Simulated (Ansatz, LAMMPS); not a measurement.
## Glassy 48SiO2-24B2O3-14Na2O-14MgO (mol %) (97 atoms): geometry optimisation

Aim: bring glassy 48SiO2-24B2O3-14Na2O-14MgO (mol %) (97 atoms) to a nearby minimum of the energy and see what moves.

Calculated with Ansatz 0.2.0; Kohn-Sham DFT, PBE, PAW (set soft_2), plane waves.

## (1) The starting structure

The cell holds 97 atoms: 14 Si, 14 B, 8 Na, 4 Mg and 57 O. Its edges and angles: a = 10.602 Å, b = 10.602 Å, c = 10.602 Å, α = 90.0°, β = 90.0°, γ = 90.0°. 97 atoms (14 Si, 14 B, 8 Na, 4 Mg, 57 O) placed at random at 2.27 g/cm³, melted at 3000 K for 20 ps at fixed volume with the Buckingham and Coulomb pair potential of Guillot and Sator (Geochim. Cosmochim. Acta 71, 1249 (2007)) with the boron terms of Wang et al. (J. Non-Cryst. Solids 498, 294 (2018)). Quenched from 3000 K to 300 K at 50 K/ps and fixed volume, held 10 ps at zero pressure.

What the set-up can't give: The quench rate of 50 K/ps far exceeds what a furnace or splat quench reaches, so expect more defects and frozen-in strain than in a real sample. The starting topology of bonds comes from the classical model. Sampling is at Γ alone, for a cell whose shortest periodic width is 11 Å.

## (2) The classical run that made the cell

A classical potential supplies the starting structure, since it reaches far longer times than DFT.

This step: classical MD, Buckingham and Coulomb pair potential of Guillot and Sator (Geochim. Cosmochim. Acta 71, 1249 (2007)) with the boron terms of Wang et al. (J. Non-Cryst. Solids 498, 294 (2018)) (LAMMPS 22 Jul 2025 - Update 4).

in.lmp

```
# melt-quench of Si14B14Na8Mg4O57
units metal
atom_style charge
boundary p p p
region box block 0 10.8356 0 10.8356 0 10.8356
create_box 5 box
mass 1 28.0850   # Si
mass 2 10.8100   # B
mass 3 22.9898   # Na
mass 4 24.3050   # Mg
mass 5 15.9990   # O
create_atoms 1 random 14 538742 NULL overlap 1.5 maxtry 2000
create_atoms 2 random 14 538749 NULL overlap 1.5 maxtry 2000
create_atoms 3 random 8 538756 NULL overlap 1.5 maxtry 2000
create_atoms 4 random 4 538763 NULL overlap 1.5 maxtry 2000
create_atoms 5 random 57 538770 NULL overlap 1.5 maxtry 2000
pair_style buck/coul/long 9.0
pair_coeff * * 0.0 1.0 0.0
pair_coeff 1 5 50306.10 0.161 46.2978   # Si-O
pair_coeff 2 5 206941.81 0.124 35.0018   # B-O
pair_coeff 3 5 120303.80 0.17 0   # Na-O
pair_coeff 4 5 32652.64 0.178 27.281   # Mg-O
pair_coeff 5 5 9022.79 0.265 85.0921   # O-O
pair_coeff 2 2 484.40 0.35 0.0   # B-B
pair_coeff 1 2 337.70 0.29 0.0   # Si-B
set type 1 charge 1.89
set type 2 charge 1.4175
set type 3 charge 0.4725
set type 4 charge 0.945
set type 5 charge -0.945
kspace_style pppm 1.0e-4
neigh_modify delay 0 every 1 check yes
thermo_style custom step time temp pe press density
thermo_modify norm yes
# [... 17 lines left out ...]
fix md all nvt temp 3000 300 0.1
run 54000 post no
unfix md
thermo 3333
fix md all npt temp 300 300 0.1 iso 0 0 1
run 10000 post no
unfix md
write_dump all custom glass.dump id type xs ys zs modify sort id
```

The run is started by

```sh
lmp -in in.lmp -log none -nocite
```

Numbers of over 12 decimals in the logs are rounded to 6 here.

Log:

```text
LAMMPS (22 Jul 2025 - Update 4)
Created orthogonal box = (0 0 0) to (10.8356 10.8356 10.8356)
Created 14 atoms
Created 14 atoms
Created 8 atoms
Created 4 atoms
Created 57 atoms
PPPM initialization ...
  G vector (1/distance) = 0.32607569
  grid = 9 9 9
  estimated relative force accuracy = 6.5136759e-05
   Step          Time           Temp          PotEng         Press         Density
         0   0              0              1.9967734      1209384.2      2.2679988
       100   0.1            0             -10.065912      9079.0508      2.2679988
       133   0.133          0             -10.141854     -3231.5683      2.2679988
Loop time of 0.112331 s on 1 MPI rank(s) for 133 steps with 97 atoms
Minimization stats:
  Stopping criterion = energy tolerance
  Energy initial, next-to-last, final =
      1.99677336615637   -10.140892944428  -10.1418542625166
  Force two-norm initial, final = 361.44121 3.4480759
  Iterations, force evaluations = 133 210
   Step          Time           Temp          PotEng         Press         Density
         0   0              3000          -10.141854      28023.275      2.2679988
       500   0.5            2924.133      -9.8450374      28778.876      2.2679988
      1000   1              3038.955      -9.7917091     -11676.571      2.2679988
Loop time of 0.410238 s on 1 MPI rank(s) for 1000 steps with 97 atoms
   Step          Time           Temp          PotEng         Press         Density
      1000   1              3038.955      -9.7917091     -11676.571      2.2679988
      3333   3.333          2781.6037     -9.7484064      52709.831      2.2679988
      6666   6.666          2983.342      -9.8492241      14947.791      2.2679988
      9999   9.999          2800.5805     -9.7536005      6969.9956      2.2679988
     13332   13.332         2589.865      -9.7821995      30928.732      2.2679988
     16665   16.665         3373.5025     -9.7241906      81130.844      2.2679988
[... 2 lines left out ...]
Loop time of 8.16474 s on 1 MPI rank(s) for 20000 steps with 97 atoms
   Step          Time           Temp          PotEng         Press         Density
[... 12 lines left out ...]
Loop time of 21.4943 s on 1 MPI rank(s) for 54000 steps with 97 atoms
   Step          Time           Temp          PotEng         Press         Density
[... 1 line left out ...]
     76659   76.659         304.50359     -10.260162      1878.7288      2.3727082
     79992   79.992         279.85912     -10.250297      10828.514      2.4078164
     83325   83.325         290.18833     -10.256081     -3721.1783      2.377775
     85000   85             299.34199     -10.256448     -3429.3627      2.4212326
Loop time of 4.60864 s on 1 MPI rank(s) for 10000 steps with 97 atoms
```

It took 35 s on 1 thread of Arm Neoverse V2, shared host; peak memory 0.07 GiB.

## (3) Single point at the start

The forces at the start show how far the geometry lies from a minimum of this functional.

input.yaml

```yaml
crystal:
  lattice:
    - [10.60201, 0.0, 0.0]
    - [0.0, 10.60201, 0.0]
    - [0.0, 0.0, 10.60201]
  atoms:
    - { symbol: Si, position: [0.02586, 0.73957, 0.49445] }
    - { symbol: Si, position: [0.53994, 0.85941, 0.84515] }
    - { symbol: Si, position: [0.71302, 0.50522, 0.50854] }
    - { symbol: Si, position: [0.23062, 0.12206, 0.90331] }
    - { symbol: Si, position: [0.8996, 0.4344, 0.82878] }
    - { symbol: Si, position: [0.65015, 0.12474, 0.84111] }
    - { symbol: Si, position: [0.07984, 0.78712, 0.75722] }
    - { symbol: Si, position: [0.74217, 0.67147, 0.92817] }
    - { symbol: Si, position: [0.57708, 0.50423, 0.10823] }
    - { symbol: Si, position: [0.18169, 0.87144, 0.06621] }
    - { symbol: Si, position: [0.44558, 0.48114, 0.78305] }
    - { symbol: Si, position: [0.52852, 0.86747, 0.36542] }
    - { symbol: Si, position: [0.82173, 0.92113, 0.37883] }
    - { symbol: Si, position: [0.45783, 0.57106, 0.37428] }
    - { symbol: B, position: [0.00259, 0.26207, 0.22693] }
    - { symbol: B, position: [0.2918, 0.36186, 0.95438] }
    - { symbol: B, position: [0.31853, 0.81845, 0.68091] }
    - { symbol: B, position: [0.34838, 0.00562, 0.4975] }
    - { symbol: B, position: [0.29863, 0.57577, 0.57427] }
    - { symbol: B, position: [0.43209, 0.83454, 0.09754] }
    - { symbol: B, position: [0.18058, 0.88623, 0.33188] }
    - { symbol: B, position: [0.0876, 0.41256, 0.04166] }
    - { symbol: B, position: [0.52777, 0.26066, 0.06188] }
    - { symbol: B, position: [0.67473, 0.34326, 0.72846] }
    - { symbol: B, position: [0.95586, 0.83222, 0.98181] }
    - { symbol: B, position: [0.06944, 0.53938, 0.66344] }
    - { symbol: B, position: [0.79001, 0.41182, 0.2765] }
    - { symbol: B, position: [0.93478, 0.03891, 0.15011] }
    - { symbol: Na, position: [0.87996, 0.22649, 0.53475] }
    - { symbol: Na, position: [0.2799, 0.20069, 0.24808] }
    - { symbol: Na, position: [0.23448, 0.28017, 0.65008] }
    - { symbol: Na, position: [0.5609, 0.17057, 0.3858] }
    - { symbol: Na, position: [0.11503, 0.07504, 0.53802] }
    - { symbol: Na, position: [0.1294, 0.42821, 0.39334] }
    - { symbol: Na, position: [0.80526, 0.89717, 0.68596] }
    - { symbol: Na, position: [0.8534, 0.67099, 0.2177] }
    - { symbol: Mg, position: [0.95864, 0.10264, 0.9194] }
    - { symbol: Mg, position: [0.23584, 0.63879, 0.92052] }
    - { symbol: Mg, position: [0.52642, 0.68966, 0.6082] }
    - { symbol: Mg, position: [0.45911, 0.10028, 0.66688] }
    - { symbol: O, position: [0.82635, 0.56474, 0.85959] }
    - { symbol: O, position: [0.50271, 0.38795, 0.04124] }
    - { symbol: O, position: [0.88004, 0.99141, 0.25957] }
    - { symbol: O, position: [0.26608, 0.24039, 0.00055] }
    - { symbol: O, position: [0.82017, 0.02432, 0.4977] }
    - { symbol: O, position: [0.06641, 0.21413, 0.34026] }
    - { symbol: O, position: [0.70031, 0.44446, 0.18032] }
    - { symbol: O, position: [0.20524, 0.45869, 0.00058] }
    - { symbol: O, position: [0.48145, 0.56007, 0.22229] }
    - { symbol: O, position: [0.95071, 0.95074, 0.05268] }
    - { symbol: O, position: [0.49289, 0.21997, 0.18589] }
    - { symbol: O, position: [0.41665, 0.54068, 0.64689] }
    - { symbol: O, position: [0.46462, 0.86869, 0.22333] }
    - { symbol: O, position: [0.3128, 0.93336, 0.61095] }
    - { symbol: O, position: [0.31116, 0.79334, 0.07335] }
    - { symbol: O, position: [0.48279, 0.96338, 0.47147] }
    - { symbol: O, position: [0.06744, 0.63189, 0.7662] }
    - { symbol: O, position: [0.84817, 0.7503, 0.00512] }
    - { symbol: O, position: [0.07694, 0.76662, 0.01159] }
    - { symbol: O, position: [0.22872, 0.81939, 0.7937] }
    - { symbol: O, position: [0.49498, 0.72298, 0.4208] }
    - { symbol: O, position: [0.01909, 0.60102, 0.5539] }
    - { symbol: O, position: [0.78829, 0.07489, 0.87438] }
    - { symbol: O, position: [0.34538, 0.37278, 0.83443] }
    - { symbol: O, position: [0.32005, 0.54159, 0.43919] }
    - { symbol: O, position: [0.58428, 0.99689, 0.80102] }
    - { symbol: O, position: [0.27675, 0.70929, 0.60391] }
    - { symbol: O, position: [0.35226, 0.14071, 0.52074] }
    - { symbol: O, position: [0.13664, 0.77671, 0.39188] }
    - { symbol: O, position: [0.64063, 0.61745, 0.03088] }
    - { symbol: O, position: [0.61256, 0.22263, 0.72683] }
    - { symbol: O, position: [0.70284, 0.63758, 0.57654] }
    - { symbol: O, position: [0.67801, 0.87953, 0.34895] }
    - { symbol: O, position: [0.89328, 0.788, 0.41724] }
    - { symbol: O, position: [0.98872, 0.40701, 0.95795] }
    - { symbol: O, position: [0.79846, 0.49634, 0.37835] }
    - { symbol: O, position: [0.59286, 0.44353, 0.77332] }
    - { symbol: O, position: [0.72374, 0.38247, 0.60323] }
    [... 13 atom lines left out ...]
    - { symbol: O, position: [0.07511, 0.36351, 0.16032] }
    - { symbol: O, position: [0.14286, 0.90968, 0.207] }
    - { symbol: O, position: [0.88361, 0.31608, 0.26173] }
    - { symbol: O, position: [0.98323, 0.44146, 0.7037] }
    - { symbol: O, position: [0.19407, 0.9983, 0.98769] }
    - { symbol: O, position: [0.35184, 0.0919, 0.81904] }
kpoints:
  mp_grid: { grid: [1, 1, 1] }
hamiltonian:
  xc: pbe
scf:
  occupations: { method: gaussian, width: 0.025 }
output:
  forces: true
  stress: true
  populations: intrinsic
  dos:
    method: { smearing: { sigma: 0.08 } }
    de: 0.1
    projected: { site_lists: { B: [B], Mg: [Mg], Na: [Na], O: [O], Si: [Si] } }
  eigenvalues: true
```

The run is started by

```sh
ansatz run input.yaml --threads 4 --pin off --max-ram 8192MiB --backend cpu --events-out ev --progress --plain --runs-dir out
```

Log:

```text
Engine: ansatz 0.2.0, aarch64-unknown-linux-gnu
Pseudopotentials: kind: paw
Pseudopotential: Si, paw, valence charge 4, recommended cutoff 420 eV (normal), Si.paw.azcp
Pseudopotential: B, paw, valence charge 3, recommended cutoff 420 eV (normal), B.paw.azcp
Pseudopotential: Na, paw, valence charge 9, recommended cutoff 420 eV (normal), Na.paw.azcp
Pseudopotential: Mg, paw, valence charge 10, recommended cutoff 420 eV (normal), Mg.paw.azcp
Pseudopotential: O, paw, valence charge 6, recommended cutoff 420 eV (normal), O.paw.azcp
[... 5 lines on functional and potentials left out ...]
Crystal: 97 atoms, lattice volume = 1191.694 Å³
Basis set: ecut = 420 eV, 23127 PW (Γ), exchange–correlation on 144×144×144 points (8 copies of the dense FFT grid, shifted against one another)
Bands: 373, of which v1, the nominal top of the filled ones, is band 276 counted from 1 (275 counted from 0)
Symmetry: 1 space group operations
Space group: P1 (ITA 1), of the structure as read, at distance tolerance 1.1e-4 Å
k-points: 1
[... 11 lines on functional and potentials left out ...]
Initial density: superposition of atomic densities (neutral atoms: chi_scale 0, normalization atom), corrected by the library's trained network
Initial wavefunctions: pseudopotential atomic-orbital guess
Functional: x = pbe(κ = 0.804, μ = 0.219515), c = pbe(β = 0.066725)
SCF iter   1: F=—  HF=-63102.388549 eV  |F-HF|=—  |Δ(HF+E_count)|=         —  Δρ=3.20e-3  dr2=1.71e-1  ethr=1.77e-3  ⟨swp⟩=6.0  Hψ=1603  notcnv=0  defer=57
preconditioner: auto → Resta (q_TF=auto, 2.400 Å⁻¹)  ε∞=2.9  [insulator: Δε(μ)=2.780 eV  Ē_g=17.449 eV  σ=0.025 eV  W_gap=1.00  n_scr=256 (ndim 8)  ℏωp=24.1 eV  f_vac=0.166  D(μ)=0.00/eV (n_scr^D=0)  ε∞_Penn≈2.9]
SCF iter   2: F=—  HF=-63102.364347 eV  |F-HF|=—  |Δ(HF+E_count)|=   2.42e-2  Δρ=1.77e-3  dr2=3.97e-2  ethr=3.09e-5  ⟨swp⟩=2.0  Hψ=609  notcnv=0  defer=90
SCF iter   3: F=—  HF=-63102.361514 eV  |F-HF|=—  |Δ(HF+E_count)|=   2.83e-3  Δρ=7.64e-4  dr2=1.22e-2  ethr=7.19e-6  ⟨swp⟩=2.0  Hψ=534  notcnv=0  defer=90
SCF iter   4: F=—  HF=-63102.360148 eV  |F-HF|=—  |Δ(HF+E_count)|=   1.37e-3  Δρ=3.08e-4  dr2=1.38e-3  ethr=2.21e-6  ⟨swp⟩=2.0  Hψ=542  notcnv=0  defer=90
SCF iter   5: F=—  HF=-63102.360095 eV  |F-HF|=—  |Δ(HF+E_count)|=   5.32e-5  Δρ=1.58e-4  dr2=3.19e-4  ethr=2.50e-7  ⟨swp⟩=2.0  Hψ=611  notcnv=0  defer=88
SCF iter   6: F=—  HF=-63102.360122 eV  |F-HF|=—  |Δ(HF+E_count)|=   2.64e-5  Δρ=5.01e-5  dr2=3.25e-5  ethr=5.77e-8  ⟨swp⟩=2.0  Hψ=531  notcnv=0  defer=88
SCF iter   7: F=—  HF=-63102.361816 eV  |F-HF|=—  |Δ(HF+E_count)|=   1.69e-3  Δρ=2.15e-5  dr2=5.71e-6  ethr=5.89e-9  ⟨swp⟩=2.0  Hψ=558  notcnv=0  defer=88
SCF iter   8: F=—  HF=-63102.361820 eV  |F-HF|=—  |Δ(HF+E_count)|=   3.98e-6  Δρ=1.27e-5  dr2=1.65e-6  ethr=1.03e-9  ⟨swp⟩=2.0  Hψ=479  notcnv=0  defer=88
SCF iter   9: F=—  HF=-63102.361820 eV  |F-HF|=—  |Δ(HF+E_count)|=   1.12e-7  Δρ=3.37e-6  dr2=1.33e-7  ethr=2.99e-10  ⟨swp⟩=2.0  Hψ=479  notcnv=0  defer=88
SCF iter  10: F=-63102.361820 eV  HF=-63102.361820 eV  |F-HF|=1.39e-8  |Δ(HF+E_count)|=   1.28e-7  Δρ=2.16e-6  dr2=4.76e-8  ethr=1.81e-11  ⟨swp⟩=14.0  Hψ=2163  notcnv=0
SCF 1 converged in 10 iterations: F = -63102.361820 eV  dr2 = 4.76e-8
  greatest PAW one-centre occupation: 1.000 electrons in one spin orbital (limit 2), on the Mg atom at site 38 (counted from 0), in its partial waves of l = 0
SCF converged after 10 iterations
Free energy (F): -63102.361820 eV
Harris-Foulkes:  -63102.361820 eV  (|F-HF|=1.39e-8)
Internal energy: -63102.361820 eV  (E = F + TS)
E sigma→0 (E₀):  -63102.361820 eV
Fermi energy:    5.866356 eV
--- Per-component energies (eV) ---
  E_band       = -4961.268513
  E_kinetic    = 12704.239063
  E_local      = -48429.954770  (includes V_loc(G=0)·N_el)
  E_nonlocal   = 4533.188044
  E_hartree    = 17978.583630
  E_xc         = -5875.859576
  E_vxc        = -7132.578415  (∫ρ·V_xc dr)
  E_paw        = -20611.356251  (= ΣΔE_a)
  E_vpaw       = -2593.476384  (= ΣTr[D̂ρ^β])
  E_aug_tail   = 0.145100  (compensation charges beyond the density's cutoff)
  E_ewald      = -23401.347060
  E_smearing   = -0.000000  (= −TS)
  E_closure    = 0.000000  (closes the sum)
  Σ components = -63102.361820   (vs F -63102.361820, Δ=0.00e0)
--- Forces (eV/Å), atoms counted from 1 ---
  atom   1  Si    -0.13018594     0.91213992    -0.54288260
  atom   2  Si    -0.53685284    -2.47043113    -0.02770791
  atom   3  Si    -1.92718093     0.06309579     0.76038344
  atom   4  Si     1.55688646    -0.21013952    -1.99099002
  atom   5  Si    -0.18915392     0.69719394     1.34399232
  atom   6  Si     1.79874849     2.64057277     5.11739669
  atom   7  Si     0.45157107    -0.44354791     0.37313739
  atom   8  Si     1.04580737    -1.17369310     0.01194689
  atom   9  Si    -0.33085381    -0.95359925     1.97488433
  atom  10  Si    -1.49236131     0.51206468     0.24522327
  atom  11  Si     0.13685696     1.67141171     2.58252595
  atom  12  Si    -0.38261578    -1.96360430    -1.66494546
  atom  13  Si     0.08746829     2.69769663     3.27394718
  atom  14  Si     1.85256041    -0.12561072     0.20960871
[...]
atom  96  O      0.00305848     0.43359913     0.30738502
  atom  97  O     -0.03459442     0.46323202    -0.39475117
  max |Σ_I F_I| component: 8.42e-5 eV/Å
--- Stress (GPa, compression-positive) ---
        0.171041      -0.078616       1.119544
       -0.078607       0.064124      -0.153555
        1.119553      -0.153546      -1.923394
  P = ⅓ Tr σ = -0.5627 GPa (-5.627 kbar)
--- Band table (eV) ---
  k-point 0: bands = ["-70.8054", "-70.5394", "-70.2810", "-70.1964", [... 357 levels ...], "14.1816", "14.2416", "14.2704", "14.3191", "14.3665", "14.4036", "14.4601", "14.4782", "14.5328", "14.5397", "14.5935", "14.6828"]
--- intrinsic populations: 97 sites ---
  site symbol       q [e]
     0     Si      2.2966
     1     Si      2.2590
     2     Si      2.3344
[...]
96      O      7.1198
  spilling = 0.000000 (of n_electrons = 552.000000)
```

Wall time 19 s (4 threads of Arm Neoverse V2, shared host); peak memory 1.5 GiB; 72 s of CPU time.

The run gave:

```
free energy                                      : -63102.3618 eV
free energy per atom                             : -650.5398 eV/atom
SCF cycles                                       : 10
pressure                                         : -0.5627 GPa
r.m.s. force component                           : 1.142 eV/Å
longest force                                    : 6.033 eV/Å
Fermi energy                                     : 5.866 eV
gap (highest filled to lowest empty level) : 2.341 eV
```

The r.m.s. force component of 1.1 eV/Å and the pressure of -0.56 GPa set the starting point.

Length of the force by element:

```tsv
element	coordination	atoms	mean length of the force (eV/Å)	spread	least	most
B	all	14	2.21	0.914	0.928	4.93
Mg	all	4	0.928	0.560	0.221	1.77
Na	all	8	0.440	0.223	0.164	0.753
O	all	57	1.61	0.843	0.327	5.19
Si	all	14	2.41	1.31	0.735	6.03
```

[end of part 1 of 3]

[Logs are printed without paths, hosts, clocks, repeated set-up lines and the standing remarks that a program may print on its own settings, such as how far it seeks lower states.]

[Hosts, paths, dates, database ids (printed as entryN), source tags and the programs' standing remarks are cut or masked in the printed files.]
